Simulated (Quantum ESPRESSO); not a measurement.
Records of electronic-structure calculations.

### E(M) of FeCo

Symmetry: Pm-3m, No. 221, cubic system. Conventional cell: a = 2.857 Å, b = 2.857 Å, c = 2.857 Å, α = 90.00°, β = 90.00°, γ = 90.00°. Fe has 8 Co at 2.47 Å nearest. Co has 8 Fe at 2.47 Å nearest. Farther neighbours are not listed.

```
CELL_PARAMETERS angstrom
2.85700 0.00000 0.00000
0.00000 2.85700 0.00000
0.00000 0.00000 2.85700
ATOMIC_POSITIONS crystal
Fe 0.00000 0.00000 0.00000
Co 0.50000 0.50000 0.50000
```

- method: PBE; plane waves with GBRV 1.5 PBE potentials, no spin-orbit coupling (and 1 further level or step)
- program: Quantum ESPRESSO 7.5
- settings of one run: GBRV 1.5 PBE, potential files Co: co_pbe_v1.2.uspp.F.UPF, Fe: fe_pbe_v1.5.uspp.F.UPF, cutoff 544.23 eV, 12×12×12 k-mesh, 26 bands, fermi-dirac occupations, smearing width 0.05 eV, collinear spin, SCF threshold 4.00e-9, starting moments 2.8 2 μB
- cost: 11 runs, 3.5 min in all on 4 MPI ranks of Arm Neoverse V2, shared host (the runs of this entry)
- notes: The run is spin-polarised, with a total moment of 4.59 μB a cell (absolute 4.88). All runs start parallel; opposed orders may lie lower.
- moment of the free run: 4.59 μB a cell
- energy at zero total moment: 1314 meV a cell over the lowest
- ΔE/ΔM² from the lowest point to 4.82 and to 4.13 μB: 483 and 455 meV/μB²

At zero total moment the site moments vanish, so the 1314 meV a cell is the energy of forming them. The points show one minimum alone.

[Logs and program files are shortened in this print: banners, set-up blocks, solver, clock and traceback lines can be left out without a mark of their own.]

[Logs are printed without paths, hosts, clocks, repeated set-up lines and the standing remarks that a program may print on its own settings, such as how far it seeks lower states.]

[Hosts, paths, dates, database ids (printed as entryN), source tags and the programs' standing remarks are cut or masked in the printed files.]

[Where a cell is said to come from a database of computed structures, the database is the Materials Project.]
